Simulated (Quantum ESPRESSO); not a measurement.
# Pd(111), 5 layers: solver and mixing choices, part 2 of 3

Wanted: time, iterations and memory of Pd(111), 5 layers by eigensolver and mixing.

Quantum ESPRESSO 7.5; plane-wave DFT, PBE, SSSP efficiency pseudopotentials.

So far. Step 2 (Self-consistent run: david, local-TF mixing, beta 0.4 …): Inside the slab this potential holds the local part of the pseudopotentials, which can be repulsive at the nuclei; only its value in the vacuum has a meaning of its own. Step 3 (Self-consistent run: david, plain mixing, beta 0.4 …): Counted from each run's own zero (the Fermi level), the vacuum level differs from the first run's by +1 meV.

**4. Self-consistent run: david, plain mixing, beta 0.7, history 8**

c2.in

```
&control
  prefix = 'c2'
  outdir = './out'
  pseudo_dir = './pseudo'
  calculation = 'scf'
  tprnfor = .true.
/
&system
  ibrav = 0
  nat = 5
  ntyp = 1
  ecutwfc = 45
  ecutrho = 360
  occupations = 'smearing'
  smearing = 'mv'
  degauss = 0.02
  assume_isolated = 'esm'
  esm_bc = 'bc1'
/
&electrons
  conv_thr = 1e-07
  mixing_beta = 0.7
  electron_maxstep = 80
  mixing_mode = 'plain'
  diagonalization = 'david'
  mixing_ndim = 8
/
ATOMIC_SPECIES
  Pd  106.4200  Pd_ONCV_PBE-1.0.oncvpsp.upf
CELL_PARAMETERS angstrom
  2.75064537881567 0.00000000000000 0.00000000000000
  1.37532268940783 2.38212877485664 0.00000000000000
  0.00000000000000 0.00000000000000 24.98357018859058
ATOMIC_POSITIONS crystal
  Pd  0.666666666700 0.666666666700 -0.179789560114
  Pd  0.000000000000 0.000000000000 -0.089894780057
  Pd  0.333333333300 0.333333333300 0.000000000000
  Pd  0.666666666700 0.666666666700 0.089894780057
  Pd  0.000000000000 0.000000000000 0.179789560114
K_POINTS automatic
  12 12 1 0 0 0
```

On the command line:

```bash
$ OMP_NUM_THREADS=1 mpirun -n 4 pw.x -nk 4 -in c2.in > c2.out
```

The program printed:

```text
[banner, memory and clock lines left out]
Program PWSCF v.7.5 starts
[...]
Message from routine setup:
[...]
Message from routine setup:
[...]
number of electrons       =        90.00
     number of Kohn-Sham states=           54
     kinetic-energy cutoff     =      45.0000  Ry
     charge density cutoff     =     360.0000  Ry
[...]
number of k points=    19  Marzari-Vanderbilt smearing, width (Ry)=  0.0200
[...]
Dense  grid:   127545 G-vectors     FFT dimensions: (  36,  36, 288)
[...]
negative rho (up, down):  6.040E-07 0.000E+00
     Starting wfcs are   50 randomized atomic wfcs +    4 random wfcs
[...]
estimated scf accuracy    <       0.59665320 Ry
[...]
estimated scf accuracy    <     281.62532794 Ry
[...]
estimated scf accuracy    <       4.21480341 Ry
[...]
estimated scf accuracy    <       2.89702437 Ry
[...]
estimated scf accuracy    <       0.12805788 Ry
[...]
estimated scf accuracy    <       0.12210422 Ry
[...]
estimated scf accuracy    <       0.03290504 Ry
[...]
estimated scf accuracy    <       0.04718303 Ry
[...]
estimated scf accuracy    <       0.03428165 Ry
[...]
estimated scf accuracy    <       0.02989334 Ry
[...]
estimated scf accuracy    <       0.01602211 Ry
[...]
estimated scf accuracy    <       0.01719642 Ry
[...]
negative rho (up, down):  7.091E-05 0.000E+00
[...]
estimated scf accuracy    <       0.00906759 Ry
[...]
negative rho (up, down):  1.634E-05 0.000E+00
[...]
estimated scf accuracy    <       0.00019592 Ry
[...]
negative rho (up, down):  9.862E-06 0.000E+00
[...]
estimated scf accuracy    <       0.00002862 Ry
[...]
negative rho (up, down):  1.136E-05 0.000E+00
[...]
estimated scf accuracy    <       0.00003124 Ry
[...]
estimated scf accuracy    <       0.00000677 Ry
[...]
estimated scf accuracy    <       0.00000327 Ry
[...]
estimated scf accuracy    <       0.00000037 Ry
[...]
estimated scf accuracy    <       0.00000021 Ry
[...]
the Fermi energy is    -5.2319 ev
!    total energy              =   -1265.94502718 Ry
     estimated scf accuracy    <       0.00000005 Ry
     smearing contrib. (-TS)   =      -0.00018822 Ry
     internal energy E=F+TS    =   -1265.94483897 Ry
[...]
one-electron contribution =   29943.13439161 Ry
     hartree contribution      =  -14998.10207262 Ry
     xc contribution           =    -124.04797855 Ry
     ewald contribution        =  -16086.92917941 Ry
     convergence has been achieved in  21 iterations
[...]
Total force =     0.017312     Total SCF correction =     0.002323
[...]
```

The job ended after 95 s (4 MPI ranks of Arm Neoverse V1, shared host; peak memory 0.67 GiB).

Numbers from this step:

| Quantity | Value |
| --- | --- |
| Fermi energy | -5.232 eV |
| vacuum line at the lower end of the cell, over the Fermi level | 5.232 eV |
| vacuum line at the upper end of the cell, over the Fermi level | 5.232 eV |

The program's own clock; routines nest. Time by routine:

```csv
routine,wall time (s),calls
PWSCF,94.84,1
electrons,93.03,1
c_bands,81.66,22
cegterg,70.6,115
h_psi,50.92,1041
fftw,46.2,43612
vloc_psi,42.78,1041
sum_band,7.57,22
calbec,4.2,1061
h_psi:calbec,3.99,1041
add_vuspsi,3.97,1041
v_of_rho,3.29,22
cdiaghg,3.07,1031
fft,1.51,264
```

Counted from each run's own zero (the Fermi level), the vacuum level differs from the first run's by +1 meV.

**5. SCF with pw.x: david, TF mixing, beta 0.4, history 8**

c3.in, as its differences from the input of step 4:

```diff
@@ -1,3 +1,3 @@
 &control
-  prefix = 'c2'
+  prefix = 'c3'
   outdir = './out'
@@ -21,5 +21,5 @@
   conv_thr = 1e-07
-  mixing_beta = 0.7
+  mixing_beta = 0.4
   electron_maxstep = 80
-  mixing_mode = 'plain'
+  mixing_mode = 'TF'
   diagonalization = 'david'
```

On the command line:

```bash
$ OMP_NUM_THREADS=1 mpirun -n 4 pw.x -nk 4 -in c3.in > c3.out
```

The program printed:

```text
[banner, memory and clock lines left out]
Program PWSCF v.7.5 starts
[...]
Message from routine setup:
[...]
Message from routine setup:
[...]
number of electrons       =        90.00
     number of Kohn-Sham states=           54
     kinetic-energy cutoff     =      45.0000  Ry
     charge density cutoff     =     360.0000  Ry
[...]
number of k points=    19  Marzari-Vanderbilt smearing, width (Ry)=  0.0200
[...]
Dense  grid:   127545 G-vectors     FFT dimensions: (  36,  36, 288)
[...]
negative rho (up, down):  6.040E-07 0.000E+00
     Starting wfcs are   50 randomized atomic wfcs +    4 random wfcs
[...]
negative rho (up, down):  5.987E-08 0.000E+00
[...]
estimated scf accuracy    <       0.59665320 Ry
[...]
negative rho (up, down):  2.768E-05 0.000E+00
[...]
estimated scf accuracy    <       0.37133408 Ry
[...]
negative rho (up, down):  7.549E-06 0.000E+00
[...]
estimated scf accuracy    <       0.15843696 Ry
[...]
negative rho (up, down):  2.359E-07 0.000E+00
[...]
estimated scf accuracy    <       0.10910284 Ry
[...]
negative rho (up, down):  3.900E-08 0.000E+00
[...]
estimated scf accuracy    <       0.05435754 Ry
[...]
estimated scf accuracy    <       0.04724241 Ry
[...]
estimated scf accuracy    <       0.03613073 Ry
[...]
estimated scf accuracy    <       0.05233358 Ry
[...]
estimated scf accuracy    <       0.02147881 Ry
[...]
estimated scf accuracy    <       0.02000022 Ry
[...]
negative rho (up, down):  1.183E-02 0.000E+00
[...]
estimated scf accuracy    <       0.02374508 Ry
[...]
negative rho (up, down):  2.167E-02 0.000E+00
[...]
estimated scf accuracy    <       0.01535813 Ry
[...]
negative rho (up, down):  2.340E-02 0.000E+00
[...]
estimated scf accuracy    <       0.00592007 Ry
[...]
negative rho (up, down):  1.613E-02 0.000E+00
[...]
estimated scf accuracy    <       0.00513763 Ry
[...]
negative rho (up, down):  2.697E-02 0.000E+00
[...]
estimated scf accuracy    <       0.00545342 Ry
[...]
negative rho (up, down):  2.776E-02 0.000E+00
[...]
estimated scf accuracy    <       0.00410549 Ry
[...]
negative rho (up, down):  2.316E-02 0.000E+00
[...]
estimated scf accuracy    <       0.00307277 Ry
[...]
negative rho (up, down):  2.124E-02 0.000E+00
[...]
estimated scf accuracy    <       0.00260743 Ry
[...]
negative rho (up, down):  2.752E-02 0.000E+00
[...]
estimated scf accuracy    <       0.00226822 Ry
[...]
negative rho (up, down):  2.264E-02 0.000E+00
[...]
estimated scf accuracy    <       0.00181951 Ry
[...]
negative rho (up, down):  2.459E-02 0.000E+00
[...]
estimated scf accuracy    <       0.00142980 Ry
[...]
negative rho (up, down):  2.587E-02 0.000E+00
[...]
estimated scf accuracy    <       0.00105279 Ry
[...]
negative rho (up, down):  9.156E-03 0.000E+00
[...]
estimated scf accuracy    <       0.00077850 Ry
[...]
negative rho (up, down):  1.663E-02 0.000E+00
[...]
estimated scf accuracy    <       0.00071153 Ry
[...]
negative rho (up, down):  3.045E-03 0.000E+00
[...]
estimated scf accuracy    <       0.00027366 Ry
[...]
negative rho (up, down):  1.851E-03 0.000E+00
[...]
estimated scf accuracy    <       0.00019565 Ry
[...]
negative rho (up, down):  8.839E-04 0.000E+00
[...]
estimated scf accuracy    <       0.00000842 Ry
[...]
negative rho (up, down):  9.102E-04 0.000E+00
[...]
estimated scf accuracy    <       0.00000339 Ry
[...]
negative rho (up, down):  6.095E-04 0.000E+00
[...]
estimated scf accuracy    <       0.00000186 Ry
[...]
negative rho (up, down):  5.345E-04 0.000E+00
[...]
estimated scf accuracy    <       0.00000048 Ry
[...]
negative rho (up, down):  5.081E-04 0.000E+00
[...]
estimated scf accuracy    <       0.00000029 Ry
[...]
negative rho (up, down):  4.146E-04 0.000E+00
[...]
estimated scf accuracy    <       0.00000021 Ry
[...]
negative rho (up, down):  3.211E-04 0.000E+00
[...]
estimated scf accuracy    <       0.00000026 Ry
[...]
negative rho (up, down):  2.299E-04 0.000E+00
[...]
estimated scf accuracy    <       0.00000011 Ry
[...]
negative rho (up, down):  1.141E-04 0.000E+00
[...]
estimated scf accuracy    <       0.00000018 Ry
[...]
the Fermi energy is    -5.2322 ev
!    total energy              =   -1265.94502720 Ry
     estimated scf accuracy    <       0.00000007 Ry
     smearing contrib. (-TS)   =      -0.00018893 Ry
     internal energy E=F+TS    =   -1265.94483827 Ry
[...]
one-electron contribution =   29943.17474755 Ry
     hartree contribution      =  -14998.14354039 Ry
     xc contribution           =    -124.04686602 Ry
     ewald contribution        =  -16086.92917941 Ry
     convergence has been achieved in  36 iterations
[...]
Total force =     0.017719     Total SCF correction =     0.001889
[...]
```

It took 2.2 min on 4 MPI ranks; peak memory 0.59 GiB.

The program's own clock; routines nest. Time by routine:

```csv
routine,wall time (s),calls
PWSCF,133.5,1
electrons,131.7,1
c_bands,112.3,37
cegterg,97.76,185
h_psi,69.99,2003
fftw,64.9,61718
vloc_psi,58.43,2003
sum_band,12.7,37
calbec,5.82,2023
add_vuspsi,5.7,2003
v_of_rho,5.66,37
h_psi:calbec,5.62,2003
cdiaghg,5.36,1993
fft,2.51,444
```

Counted from each run's own zero (the Fermi level), the vacuum level differs from the first run's by +2 meV.

**6. Ground state: david, local-TF mixing, beta 0.7, history 8**

c4.in, as its differences from the input of step 5:

```diff
@@ -1,3 +1,3 @@
 &control
-  prefix = 'c3'
+  prefix = 'c4'
   outdir = './out'
@@ -21,5 +21,5 @@
   conv_thr = 1e-07
-  mixing_beta = 0.4
+  mixing_beta = 0.7
   electron_maxstep = 80
-  mixing_mode = 'TF'
+  mixing_mode = 'local-TF'
   diagonalization = 'david'
```

On the command line:

```bash
$ OMP_NUM_THREADS=1 mpirun -n 4 pw.x -nk 4 -in c4.in > c4.out
```

The program printed:

```text
[banner, memory and clock lines left out]
Program PWSCF v.7.5 starts
[...]
Message from routine setup:
[...]
Message from routine setup:
[...]
number of electrons       =        90.00
     number of Kohn-Sham states=           54
     kinetic-energy cutoff     =      45.0000  Ry
     charge density cutoff     =     360.0000  Ry
[...]
number of k points=    19  Marzari-Vanderbilt smearing, width (Ry)=  0.0200
[...]
Dense  grid:   127545 G-vectors     FFT dimensions: (  36,  36, 288)
[...]
negative rho (up, down):  6.040E-07 0.000E+00
     Starting wfcs are   50 randomized atomic wfcs +    4 random wfcs
[...]
estimated scf accuracy    <       0.59665320 Ry
[...]
estimated scf accuracy    <       0.20480165 Ry
[...]
estimated scf accuracy    <       0.13547084 Ry
[...]
estimated scf accuracy    <       0.07566870 Ry
[...]
estimated scf accuracy    <       0.06626951 Ry
[...]
estimated scf accuracy    <       0.04512412 Ry
[...]
estimated scf accuracy    <       0.02446242 Ry
[...]
negative rho (up, down):  1.795E-04 0.000E+00
[...]
estimated scf accuracy    <       0.01536448 Ry
[...]
negative rho (up, down):  3.339E-03 0.000E+00
[...]
estimated scf accuracy    <       0.01415198 Ry
[...]
negative rho (up, down):  7.141E-03 0.000E+00
[...]
estimated scf accuracy    <       0.00105731 Ry
[...]
negative rho (up, down):  3.445E-03 0.000E+00
[...]
estimated scf accuracy    <       0.00480365 Ry
[...]
negative rho (up, down):  2.543E-04 0.000E+00
[...]
estimated scf accuracy    <       0.00033094 Ry
[...]
negative rho (up, down):  2.920E-04 0.000E+00
[...]
estimated scf accuracy    <       0.00007269 Ry
[...]
negative rho (up, down):  1.957E-04 0.000E+00
[...]
estimated scf accuracy    <       0.00001067 Ry
[...]
negative rho (up, down):  1.021E-04 0.000E+00
[...]
estimated scf accuracy    <       0.00000298 Ry
[...]
negative rho (up, down):  2.410E-05 0.000E+00
[...]
estimated scf accuracy    <       0.00000036 Ry
[...]
negative rho (up, down):  1.299E-06 0.000E+00
[...]
estimated scf accuracy    <       0.00000176 Ry
[...]
the Fermi energy is    -5.2311 ev
!    total energy              =   -1265.94502720 Ry
     estimated scf accuracy    <          9.0E-09 Ry
     smearing contrib. (-TS)   =      -0.00018865 Ry
     internal energy E=F+TS    =   -1265.94483854 Ry
[...]
one-electron contribution =   29943.14652203 Ry
     hartree contribution      =  -14998.11451267 Ry
     xc contribution           =    -124.04766849 Ry
     ewald contribution        =  -16086.92917941 Ry
     convergence has been achieved in  18 iterations
[...]
Total force =     0.017405     Total SCF correction =     0.000958
[...]
```

Elapsed: 87 s, on 4 MPI ranks; peak memory 0.56 GiB; 5.8 min of CPU time.

Numbers from this step:

- Fermi energy: -5.231 eV
- vacuum line at the lower end of the cell, over the Fermi level: 5.231 eV
- vacuum line at the upper end of the cell, over the Fermi level: 5.231 eV

The program's own clock; routines nest. Time by routine:

```csv
routine,wall time (s),calls
PWSCF,86.36,1
electrons,84.58,1
c_bands,70.33,19
cegterg,61.8,95
h_psi,43.95,1109
fftw,39.66,37624
vloc_psi,36.8,1109
sum_band,6.51,19
mix_rho,4.68,19
calbec,3.67,1129
add_vuspsi,3.53,1109
h_psi:calbec,3.47,1109
cdiaghg,3.15,1099
ffts,3.1,1629
```

Counted from each run's own zero (the Fermi level), the vacuum level differs from the first run's by +1 meV.

**7. SCF with pw.x: david, local-TF mixing, beta 0.2, history 8**

c5.in, as its differences from the input of step 6:

```diff
@@ -1,3 +1,3 @@
 &control
-  prefix = 'c4'
+  prefix = 'c5'
   outdir = './out'
@@ -21,3 +21,3 @@
   conv_thr = 1e-07
-  mixing_beta = 0.7
+  mixing_beta = 0.2
   electron_maxstep = 80
```

On the command line:

```bash
$ OMP_NUM_THREADS=1 mpirun -n 4 pw.x -nk 4 -in c5.in > c5.out
```

The program printed:

```text
[banner, memory and clock lines left out]
Program PWSCF v.7.5 starts
[...]
Message from routine setup:
[...]
Message from routine setup:
[...]
number of electrons       =        90.00
     number of Kohn-Sham states=           54
     kinetic-energy cutoff     =      45.0000  Ry
     charge density cutoff     =     360.0000  Ry
[...]
number of k points=    19  Marzari-Vanderbilt smearing, width (Ry)=  0.0200
[...]
Dense  grid:   127545 G-vectors     FFT dimensions: (  36,  36, 288)
[...]
negative rho (up, down):  6.040E-07 0.000E+00
     Starting wfcs are   50 randomized atomic wfcs +    4 random wfcs
[...]
estimated scf accuracy    <       0.59665320 Ry
[...]
estimated scf accuracy    <       0.45569937 Ry
[...]
estimated scf accuracy    <       0.09081616 Ry
[...]
estimated scf accuracy    <       0.10113405 Ry
[...]
estimated scf accuracy    <       0.09599826 Ry
[...]
estimated scf accuracy    <       0.17106279 Ry
[...]
estimated scf accuracy    <       0.04776562 Ry
[...]
estimated scf accuracy    <       0.04198361 Ry
[...]
estimated scf accuracy    <       0.01282873 Ry
[...]
estimated scf accuracy    <       0.08270594 Ry
[...]
negative rho (up, down):  9.039E-03 0.000E+00
[...]
estimated scf accuracy    <       0.03395698 Ry
[...]
negative rho (up, down):  5.234E-03 0.000E+00
[...]
estimated scf accuracy    <       0.04334538 Ry
[...]
negative rho (up, down):  1.396E-02 0.000E+00
[...]
estimated scf accuracy    <       0.00725431 Ry
[...]
negative rho (up, down):  9.704E-03 0.000E+00
[...]
estimated scf accuracy    <       0.00820933 Ry
[...]
negative rho (up, down):  1.108E-02 0.000E+00
[...]
estimated scf accuracy    <       0.01027941 Ry
[...]
negative rho (up, down):  7.930E-03 0.000E+00
[...]
estimated scf accuracy    <       0.00592488 Ry
[...]
negative rho (up, down):  2.335E-03 0.000E+00
[...]
estimated scf accuracy    <       0.00048322 Ry
[...]
negative rho (up, down):  1.894E-03 0.000E+00
[...]
estimated scf accuracy    <       0.00041211 Ry
[...]
negative rho (up, down):  1.769E-03 0.000E+00
[...]
estimated scf accuracy    <       0.00034224 Ry
[...]
negative rho (up, down):  1.184E-03 0.000E+00
[...]
estimated scf accuracy    <       0.00015004 Ry
[...]
negative rho (up, down):  7.566E-04 0.000E+00
[...]
estimated scf accuracy    <       0.00001714 Ry
[...]
negative rho (up, down):  4.943E-04 0.000E+00
[...]
estimated scf accuracy    <       0.00000410 Ry
[...]
negative rho (up, down):  1.928E-04 0.000E+00
[...]
estimated scf accuracy    <       0.00000472 Ry
[...]
negative rho (up, down):  1.599E-05 0.000E+00
[...]
estimated scf accuracy    <       0.00000758 Ry
[...]
negative rho (up, down):  4.451E-06 0.000E+00
[...]
estimated scf accuracy    <       0.00000028 Ry
[...]
negative rho (up, down):  4.976E-06 0.000E+00
[...]
estimated scf accuracy    <       0.00000076 Ry
[...]
the Fermi energy is    -5.2346 ev
!    total energy              =   -1265.94502721 Ry
     estimated scf accuracy    <       0.00000005 Ry
     smearing contrib. (-TS)   =      -0.00018856 Ry
     internal energy E=F+TS    =   -1265.94483865 Ry
[...]
one-electron contribution =   29943.15768432 Ry
     hartree contribution      =  -14998.12603355 Ry
     xc contribution           =    -124.04731001 Ry
     ewald contribution        =  -16086.92917941 Ry
     convergence has been achieved in  27 iterations
[...]
Total force =     0.017863     Total SCF correction =     0.001237
[...]
```

Elapsed: 2.1 min, on 4 MPI ranks; peak memory 0.63 GiB; 8.2 min of CPU time.

This step gave:

- Fermi energy: -5.235 eV
- vacuum line at the lower end of the cell, over the Fermi level: 5.235 eV
- vacuum line at the upper end of the cell, over the Fermi level: 5.235 eV

The program's own clock; routines nest. Time by routine:

```csv
routine,wall time (s),calls
PWSCF,122.9,1
electrons,121.1,1
c_bands,99.77,28
cegterg,89.66,140
h_psi,63.96,1383
fftw,57.9,55244
vloc_psi,53.68,1383
sum_band,9.55,28
mix_rho,7.25,28
calbec,5.23,1403
add_vuspsi,5.04,1383
h_psi:calbec,5.03,1383
ffts,4.78,2528
v_of_rho,4.2,28
```

Counted from each run's own zero (the Fermi level), the vacuum level differs from the first run's by +4 meV.

(Part 2 of 3 ends here.)

[Logs are printed without paths, hosts, clocks, repeated set-up lines and the standing remarks that a program may print on its own settings, such as how far it seeks lower states.]

[Hosts, paths, dates, database ids (printed as entryN), source tags and the programs' standing remarks are cut or masked in the printed files.]

[Maps of the electrostatic potential energy from Ansatz leave out the sawtooth potential of an applied field or a dipole correction, so their vacuum need not be flat; planar profiles and work functions include it.]
